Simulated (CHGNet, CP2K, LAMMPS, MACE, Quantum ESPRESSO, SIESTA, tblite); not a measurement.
# Which site? A vacancy of Si in amorphous 41Ga2O3-59SiO2 (mol %) (111 atoms), by several methods

Aim: compare the energies of a vacancy of Si at unlike sites of amorphous 41Ga2O3-59SiO2 (mol %) (111 atoms), with plane waves as the reference.

Results are calculated, not measured.

## (1) The cell

The cell holds 111 atoms (24 Ga, 17 Si and 70 O), with edges of 10.96, 10.96 and 10.96 Å. Recipe: 111 atoms (24 Fe, 17 Si, 70 O) placed at random at 3.3 g/cm³, melted at 5000 K for 10 ps at fixed volume with the Morse and Coulomb pair potential with partial charges (Pedone, Malavasi, Menziani, Cormack and Segre, J. Phys. Chem. B 110, 11780 (2006)). Quenched from 5000 K to 300 K at 50 K/ps and fixed volume, held 10 ps at zero pressure, then minimised at fixed cell. Then Fe was replaced by Ga and the cell scaled by 1.005 (the potential has no terms for the new elements, so the cell is a start for a DFT relaxation). Then the atoms were relaxed with MACE MP-0b3 medium in the fixed cell.

## (2) The reference input

Quantum ESPRESSO 7.5: Kohn-Sham DFT, PBE, SSSP efficiency 1.3.0 pseudopotentials, plane waves. Its input, pw.in, for the unchanged cell:

```
&control
  calculation = 'scf'
  pseudo_dir = './pseudo'
  outdir = './tmp'
  disk_io = 'none'
  tprnfor = .true.
  tstress = .true.
/
&system
  ibrav = 0
  nat = 111
  ntyp = 3
  ecutwfc = 70
  ecutrho = 560
  nosym = .true.
  occupations = 'smearing'
  smearing = 'fd'
  degauss = 0.003675
/
&electrons
  conv_thr = 5.5e-07
  electron_maxstep = 100
  mixing_beta = 0.4
  mixing_mode = 'plain'
  diagonalization = 'david'
/
ATOMIC_SPECIES
Ga 69.723 Ga.upf
Si 28.085 Si.upf
O 15.999 O.upf
CELL_PARAMETERS angstrom
10.96154 0.00000 0.00000
0.00000 10.96154 0.00000
0.00000 0.00000 10.96154
ATOMIC_POSITIONS crystal
Ga 0.64700 0.33714 0.67125
Ga 0.40183 0.17608 0.29306
Ga 0.74662 0.86808 0.24356
Ga 0.26288 0.51619 0.94089
[... 105 atom lines left out ...]
O 0.41491 0.44466 0.31914
O 0.09635 0.25824 0.57315
K_POINTS gamma
```

```console
$ OMP_NUM_THREADS=1 mpirun -np 4 pw.x -in pw.in > output.txt
```

Elapsed: 13 min, on 4 MPI ranks of Arm Neoverse V1, shared host; peak memory 5.7 GiB.

It converged with an r.m.s. force component of 0.078 eV/Å and a pressure of 3.7 GPa.

## (3) Programs and settings

The levels share the cells and solve them as single points, though not every level runs every cell. CPU time is summed over a level's finished runs, on a host shared with the other runs, so it is rough; the force column is the median over cells of the r.m.s. difference of force components from the reference.

| level | basis or training data | k-points | runs finished | CPU time | peak memory (GiB) | force difference (meV/Å) |
| --- | --- | --- | --- | --- | --- | --- |
| QE, PBE | plane waves, SSSP efficiency, 70/560 Ry | Γ | 4 of 4 | 5.9 h | 5.7 | reference |
| CP2K double zeta, PBE | DZVP-MOLOPT-SR, GTH-PBE potentials, 800 Ry | Γ | 3 of 3 | 61 min | 8.0 | 90 |
| SIESTA DZP, PBE | DZP orbitals, shift 0.01 Ry, mesh 500 Ry | Γ | 3 of 3 | 64 min | 3.3 | 182 |
| tblite GFN1-xTB | tight binding with its own dispersion term | Γ | 3 of 3 | 31 s | 0.17 | 372 |
| CHGNet r2SCAN | trained on r2SCAN plane-wave data | - | 4 of 4 | 15 s | 1.7 | 250 |
| MACE MP-0b3 medium | trained on PBE(+U) plane-wave data | - | 4 of 4 | 33 s | 1.4 | 157 |

Runs without a converged result: MACE MP-0b3 medium, 2 relaxations (not converged). A level enters a table below only where it finished every cell that the table needs.

The reference's own r.m.s. force component runs from 78 to 170 meV/Å over these cells. MACE MP-0b3 medium relaxed the atoms, so in the cells that it relaxed its own forces are small, and its entry isn't an independent test there.

## (4) The sites

Each changed cell was relaxed with MACE MP-0b3 medium before the single points. Neighbours are the site's nearest atoms before the change.

```csv
site,nearest atoms,their mean distance (Å),atoms within 6 Å,largest move on relaxing (Å),longest force left in the reference (eV/Å)
Si26,O4,1.68,72,1.23,0.90
Si32,O4,1.64,73,1.28,0.81
Si25,O4,1.65,77,0.63,0.84
```

## (5) Site energies

All changed cells hold the same atoms, so within one level their energies compare with no chemical potential. Energies in eV, less that of Si26, the reference's cheapest site; the last column is the largest deviation from the reference once each row's mean is taken off.

```csv
level,Si26,Si32,Si25,cheapest,largest deviation
"QE, PBE",0.00,0.94,0.98,Si26,-
"CP2K double zeta, PBE",0.00,1.16,1.06,Si26,0.12
"SIESTA DZP, PBE",0.00,1.28,0.73,Si26,0.31
tblite GFN1-xTB,0.00,0.63,2.25,Si26,0.95
CHGNet r2SCAN,0.00,0.44,1.14,Si26,0.38
MACE MP-0b3 medium,0.00,0.85,1.30,Si26,0.24
```

## (6) What came out

In the reference the cheapest site is Si26 (O4) and the dearest Si25 (O4), 0.98 eV higher. All 5 other levels pick the same cheapest site, and 3 give the whole order. CP2K double zeta, PBE follows the reference most closely (0.12 eV at worst) and tblite GFN1-xTB least (0.95 eV).

The other programs at PBE deviate by 0.31 eV at most, the learned potentials by 0.24 to 0.38 eV. The reference's gap of 2.15 eV in the unchanged cell becomes 0.09 eV (Si26), 0.16 eV between partly filled levels and the next empty one (Si32) and 0.10 eV (Si25).

**Limits.** The geometries are those of MACE MP-0b3 medium; forces of up to 0.90 eV/Å remain in the reference, so relaxing in DFT would lower the energies, by amounts that can differ from site to site and can change the order. The relaxation of Si26 and Si25 stopped before it converged. Defects interact with their periodic images. Neighbours of a vacancy can rebond in unlike ways from site to site, which enters the differences. Atoms moved by over 1 Å in some relaxations, so part of the differences can come from the host's rearranging. The reference has no spin polarisation, so cut bonds at a vacancy can't carry moments. Only 3 of the 17 Si sites are compared. Learned potentials don't solve for electrons, so the charge or spin state of a defect can't be set in them. The quench rate of 50 K/ps is many orders above laboratory rates, so the cell is likely richer in defects and strain than a real sample. The reference samples only Γ, in a cell whose shortest periodic width is 11 Å. The reference isn't exact: its cutoffs and mesh weren't converged further here. SIESTA's automatically made basis is far from complete, and its potentials were converted by us (checked for H, C, O, Si, Ge and Ca alone). Spin–orbit coupling is left out. Where levels are smeared, the DFT runs use Fermi–Dirac occupations at 580 K (0.05 eV), and energies are free energies.

[Logs are printed without paths, hosts, clocks, repeated set-up lines and the standing remarks that a program may print on its own settings, such as how far it seeks lower states.]

[Hosts, paths, dates, database ids (printed as entryN), source tags and the programs' standing remarks are cut or masked in the printed files.]
